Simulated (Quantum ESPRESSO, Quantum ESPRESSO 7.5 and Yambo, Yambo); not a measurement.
## MgH2 (P4_2/mnm): G0W0 on several meshes in Yambo

Aim: the GW shift of MgH2 (P4_2/mnm) against the k mesh.

Calculated with Quantum ESPRESSO 7.5 and Yambo 5.3.0; PBE and many-body steps on it, plane waves.

Report form: the programs' logs are mostly left out.

## 1. The starting structure

Symmetry: P4_2/mnm, No. 136, tetragonal system. Conventional cell: a = 4.517 Å, b = 4.517 Å, c = 3.020 Å, α = 90.00°, β = 90.00°, γ = 90.00°. Nearest to Mg lie 6 H at 1.95 Å. Nearest to H lie 3 Mg at 1.95 Å. Farther neighbours are not listed.

As a file:

```cif
data_structure
_symmetry_space_group_name_H-M 'P4_2/mnm'
_symmetry_Int_Tables_number 136
_cell_length_a 4.5168
_cell_length_b 4.5168
_cell_length_c 3.0205
_cell_angle_alpha 90.000
_cell_angle_beta 90.000
_cell_angle_gamma 90.000
_cell_volume 61.62
loop_
_atom_site_label
_atom_site_type_symbol
_atom_site_symmetry_multiplicity
_atom_site_Wyckoff_symbol
_atom_site_fract_x
_atom_site_fract_y
_atom_site_fract_z
_atom_site_occupancy
Mg1 Mg 2 a 0.00000 0.00000 0.00000 1
H1 H 4 f 0.30600 0.30600 0.00000 1
```

The cell and positions come from the Crystallography Open Database and are kept as given unless a step says otherwise.

## 2. Empty states on the mesh, 2×2×2 mesh, 112 bands

This step: Quantum ESPRESSO 7.5; DFT, PBE, plane waves, norm-conserving pseudopotentials.

The sums over transitions need many empty states on a uniform mesh; this step solves for them.

The input, pw.in:

```
&control
  calculation = 'nscf'
  prefix = 'x'
  outdir = 'o'
  pseudo_dir = 'pseudo'
/
&system
  ibrav = 0
  nat = 6
  ntyp = 2
  ecutwfc = 76.0
  nbnd = 112
  force_symmorphic = .true.
/
&electrons
  conv_thr = 1e-9
  electron_maxstep = 80
  diago_full_acc = .true.
  diago_thr_init = 5e-6
/
ATOMIC_SPECIES
  Mg 24.305 Mg.upf
  H 1.008 H.upf
CELL_PARAMETERS angstrom
  4.5168000000 0.0000000000 0.0000000000
  0.0000000000 4.5168000000 0.0000000000
  0.0000000000 0.0000000000 3.0205000000
ATOMIC_POSITIONS crystal
  Mg 0.0000000000 0.0000000000 0.0000000000
  Mg 0.5000000000 0.5000000000 0.5000000000
  H 0.3060000000 0.3060000000 0.0000000000
  H 0.1940000000 0.8060000000 0.5000000000
  H 0.6940000000 0.6940000000 0.0000000000
  H 0.8060000000 0.1940000000 0.5000000000
K_POINTS automatic
  2 2 2 0 0 0
```

The run is started by

```sh
> OMP_NUM_THREADS=1 mpirun -n 8 pw.x -nk 4 -in pw.in > pw.out
```

Elapsed: 6.7 s, on 8 MPI ranks of AMD EPYC 7R43, shared host; peak memory 0.57 GiB; 50 s of CPU time.

Numbers from this step:

```yaml
gap: 3.915 eV
k_of_the_valence_top: 0, 0, -0.5
k_of_the_conduction_bottom: -0.5, -0.5, -0.5
least_direct_gap: 4.769 eV
k_points_computed: 6
lowest_point_of_the_top_converged_band_above_the_valence_top: 70.5954 eV
```

On this mesh the gap is 3.915 eV.

The density comes from a self-consistent run that is not shown.

## 3. Conversion and set-up

This step: Yambo 5.3.0; conversion and set-up on PBE, plane waves, norm-conserving pseudopotentials.

The states are converted to the many-body program's format and the q mesh is built.

The run is started by

```sh
> (cd o/x.save; p2y > p2y.log; mv SAVE ../..); yambo > setup.log
```

Run time: 3.4 s. Hardware: 1 MPI rank; peak memory 0.23 GiB.

## 4. 2×2×2

Now the one-shot GW correction: screening in the RPA, then the self-energy of the levels asked for.

This step: G0W0 on PBE, plane waves, norm-conserving pseudopotentials.

The input, gw13.in:

```
HF_and_locXC
gw0
dyson
ppa
em1d
rim_cut
RandQpts= 1000000
RandGvec= 1 RL
EXXRLvcs= 76 Ry
VXCRLvcs= 304 Ry
Chimod= "HARTREE"
% BndsRnXp
 1 | 112 |
%
NGsBlkXp= 12 Ry
% LongDrXp
 1 | 1 | 1 |
%
% GbndRnge
 1 | 112 |
%
DysSolver= "n"
ExtendOut
PPAPntXp= 27.21138 eV
% QPkrange
 2 | 2 | 11 | 14 |
 6 | 6 | 11 | 14 |
 1 | 1 | 11 | 14 |
%
```

The run is started by

```sh
> OMP_NUM_THREADS=2 mpirun -n 4 yambo -F gw13.in -J gw13 -C gw13 > gw13.log
```

Wall time 23 s (4 MPI ranks); peak memory 1.4 GiB; 2.4 min of CPU time.

This step gave:

```
G0W0 gap on the points computed              : 5.769 eV
starting gap on the mesh                     : 3.915 eV
k of the valence top                         : 0, 0, -0.5
k of the conduction bottom                   : -0.5, -0.5, -0.5
least direct G0W0 gap on the computed points : 6.686 eV
Z at the valence top                         : 0.7807
Z at the conduction bottom                   : 0.8160
```

The gap on the mesh goes from 3.91 eV to 5.77 eV, a correction of +1.85 eV.

## 5. Empty states on the mesh, 2×2×4 mesh, 112 bands

This step: Quantum ESPRESSO 7.5; DFT, PBE, plane waves, norm-conserving pseudopotentials.

pw.in, as its differences from that of step 2:

```diff
@@ -35,2 +35,2 @@
 K_POINTS automatic
-  2 2 2 0 0 0
+  2 2 4 0 0 0
```

The run is started by

```sh
> OMP_NUM_THREADS=1 mpirun -n 8 pw.x -nk 4 -in pw.in > pw.out
```

The job ended after 9.4 s (8 MPI ranks; peak memory 0.6 GiB).

This step gave:

- gap: 3.915 eV
- k of the valence top: 0, 0, -0.5
- k of the conduction bottom: -0.5, -0.5, -0.5
- least direct gap: 4.769 eV
- k points computed: 9
- lowest point of the top converged band, above the valence top: 70.5954 eV

On this mesh the gap is 3.915 eV.

## 6. Conversion and set-up

This step: Yambo 5.3.0; conversion and set-up on PBE, plane waves, norm-conserving pseudopotentials.

The run is started by

```sh
> (cd o/x.save; p2y > p2y.log; mv SAVE ../..); yambo > setup.log
```

The job ended after 3.3 s (1 MPI rank; peak memory 0.24 GiB).

## 7. 2×2×4

This step: G0W0 on PBE, plane waves, norm-conserving pseudopotentials.

gw14.in, as its differences from gw13.in of step 4:

```diff
@@ -25,4 +25,4 @@
 % QPkrange
- 2 | 2 | 11 | 14 |
- 6 | 6 | 11 | 14 |
+ 3 | 3 | 11 | 14 |
+ 9 | 9 | 11 | 14 |
  1 | 1 | 11 | 14 |
```

The run is started by

```sh
> OMP_NUM_THREADS=2 mpirun -n 4 yambo -F gw14.in -J gw14 -C gw14 > gw14.log
```

It took 54 s on 4 MPI ranks; peak memory 1.5 GiB.

Numbers from this step:

| Quantity | Value |
| --- | --- |
| G0W0 gap on the points computed | 5.887 eV |
| starting gap on the mesh | 3.915 eV |
| k of the valence top | 0, 0, -0.5 |
| k of the conduction bottom | -0.5, -0.5, -0.5 |
| least direct G0W0 gap on the computed points | 6.820 eV |
| Z at the valence top | 0.7861 |
| Z at the conduction bottom | 0.8250 |

Against G0W0 in Yambo (2×2×2 mesh, 112 bands, screening to 163.3 eV, Godby-Needs plasmon pole), the gap moves by +0.118 eV.

## 8. Empty states on the mesh, 4×4×6 mesh, 112 bands

This step: Quantum ESPRESSO 7.5; DFT, PBE, plane waves, norm-conserving pseudopotentials.

pw.in, as its differences from that of step 5:

```diff
@@ -35,2 +35,2 @@
 K_POINTS automatic
-  2 2 4 0 0 0
+  4 4 6 0 0 0
```

The run is started by

```sh
> OMP_NUM_THREADS=1 mpirun -n 8 pw.x -nk 4 -in pw.in > pw.out
```

Run time: 23 s. Hardware: 8 MPI ranks; peak memory 0.61 GiB.

This step gave:

```
gap                                                           : 3.895 eV
k of the valence top                                          : 0, 0.25, 0
k of the conduction bottom                                    : -0.5, -0.5, -0.5
least direct gap                                              : 4.666 eV
k points computed                                             : 28
lowest point of the top converged band, above the valence top : 70.5757 eV
```

On this mesh the gap is 3.895 eV.

## 9. Conversion and set-up

This step: Yambo 5.3.0; conversion and set-up on PBE, plane waves, norm-conserving pseudopotentials.

The run is started by

```sh
> (cd o/x.save; p2y > p2y.log; mv SAVE ../..); yambo > setup.log
```

Elapsed: 4.7 s, on 1 MPI rank; peak memory 0.25 GiB.

## 10. 4×4×6

This step: G0W0 on PBE, plane waves, norm-conserving pseudopotentials.

gw15.in, as its differences from gw14.in of step 7:

```diff
@@ -25,4 +25,5 @@
 % QPkrange
- 3 | 3 | 11 | 14 |
- 9 | 9 | 11 | 14 |
+ 5 | 5 | 11 | 14 |
+ 24 | 24 | 11 | 14 |
+ 28 | 28 | 11 | 14 |
  1 | 1 | 11 | 14 |
```

The run is started by

```sh
> OMP_NUM_THREADS=2 mpirun -n 4 yambo -F gw15.in -J gw15 -C gw15 > gw15.log
```

Elapsed: 7.3 min, on 4 MPI ranks; peak memory 2.2 GiB.

Numbers from this step:

```
G0W0 gap on the mesh                         : 5.922 eV
starting gap on the mesh                     : 3.895 eV
k of the valence top                         : 0, 0.25, 0
k of the conduction bottom                   : -0.5, -0.5, -0.5
least direct G0W0 gap on the computed points : 6.741 eV
```

Against G0W0 in Yambo (2×2×2 mesh, 112 bands, screening to 163.3 eV, Godby-Needs plasmon pole), the gap moves by +0.154 eV.

## 11. Side by side

Times are wall times on 4 MPI ranks of AMD EPYC 7R43, shared host, good to a factor of about two.

```
  run   mesh  bands  screening cutoff (eV)  DFT gap (eV)  gap on the mesh (eV)  direct (eV)     time
2×2×2  2×2×2    112                  163.3         3.915                 5.769        6.686     23 s
2×2×4  2×2×4    112                  163.3         3.915                 5.887        6.820     54 s
4×4×6  4×4×6    112                  163.3         3.895                 5.922        6.741  7.3 min
```

## 12. Summary of results

```
2×2×2        : 5.769 eV
2×2×4        : 5.887 eV
4×4×6        : 5.922 eV
known limits : not at the basis limit; coarse k mesh
```

**Reading.** 2×2×4: +0.118 eV against 2×2×2. 4×4×6: +0.154 eV against 2×2×2, −0.020 eV of it in the start. Bands and cutoff are finite, so the gap is not at the basis limit. The miss can reach some tenths of an eV and take either sign; the mesh is an error of its own. A denser mesh or path gives a starting gap of 3.76 eV: the GW mesh misses a band edge, so its gaps are not the fundamental one. The 2×2×2 mesh is coarse for this cell, which bears on the long-range parts of exchange and screening.

[Paths, hosts, dates, memory and timing lines, banners, echoed tables and standing remarks are left out of the program output.]

[Logs are printed without paths, hosts, clocks, repeated set-up lines and the standing remarks that a program may print on its own settings, such as how far it seeks lower states.]

[Runs of the session that timed out or met a known fault of the program may be left out.]

[Hosts, paths, dates, database ids (printed as entryN), source tags and the programs' standing remarks are cut or masked in the printed files.]
